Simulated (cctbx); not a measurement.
# DySc3: precision against data quality

Space group I4/mmm (no. 139), a = 4.2870 Å, b = 4.2870 Å, c = 10.2340 Å, α = 90.00°, β = 90.00°, γ = 90.00°.

```csv
atom,mult.,x,y,z,Ueq (Å²)
Dy1,2,0,0,0,0.0156
Sc1,2,1/2,1/2,0,0.0130
Sc2,4,1/2,0,1/4,0.0122
```

The model was made for the exercise: a known structure type with other elements put in, its volume estimated, not relaxed; displacement parameters are assumed.

Five simulated data sets (cctbx; Mo Kα, λ = 0.71073 Å; 6 % proportional error) differ in resolution or exposure (noise floor 4 counts in the first three, 8 in the last two). Each is refined with the right model, isotropic at 1.1 Å and anisotropic otherwise. How do the figures of merit and the uncertainties move?

| d min (Å) | top counts | ⟨I/σ⟩ (unmerged, absences included) | unique | param. (scale apart) | Rint | R1 | GooF | largest s.u. xyz (fractional) | s.u. U of Sc1 (Å²) | largest error (Å) |
| --- | --- | --- | --- | --- | --- | --- | --- | --- | --- | --- |
| 1.1 | 5000 | 6.9 | 33 | 3 | 0.054 | 0.0268 | 2.53 | 0.00000 | 0.0033 | 0.0000 |
| 0.84 | 5000 | 6.1 | 67 | 6 | 0.048 | 0.0114 | 0.89 | 0.00000 | 0.0006 | 0.0000 |
| 0.6 | 5000 | 4.7 | 163 | 6 | 0.061 | 0.0122 | 0.82 | 0.00000 | 0.0002 | 0.0000 |
| 0.75 | 300 | 1.3 | 89 | 6 | 0.223 | 0.0358 | 0.73 | 0.00000 | 0.0023 | 0.0000 |
| 0.75 | 3000 | 4.6 | 89 | 6 | 0.062 | 0.0113 | 0.73 | 0.00000 | 0.0005 | 0.0000 |

GooF reaches 2.53 where the model lacks something that the data hold (anisotropy at the isotropic level, for one). The s.u. of U for Sc1 goes 0.0033, 0.0006, 0.0002 Å² with resolution and 0.0023, 0.0005 Å² with exposure.

The 1.1 Å row also differs in its displacement model, so it isn't a clean test of resolution.

Hardware for the 0.6 Å refinement: 0.4 s on 1 thread of Arm Neoverse V2, with other jobs on the host, peak memory 0.09 GiB.

[Logs are printed without paths, hosts, clocks, repeated set-up lines and the standing remarks that a program may print on its own settings, such as how far it seeks lower states.]
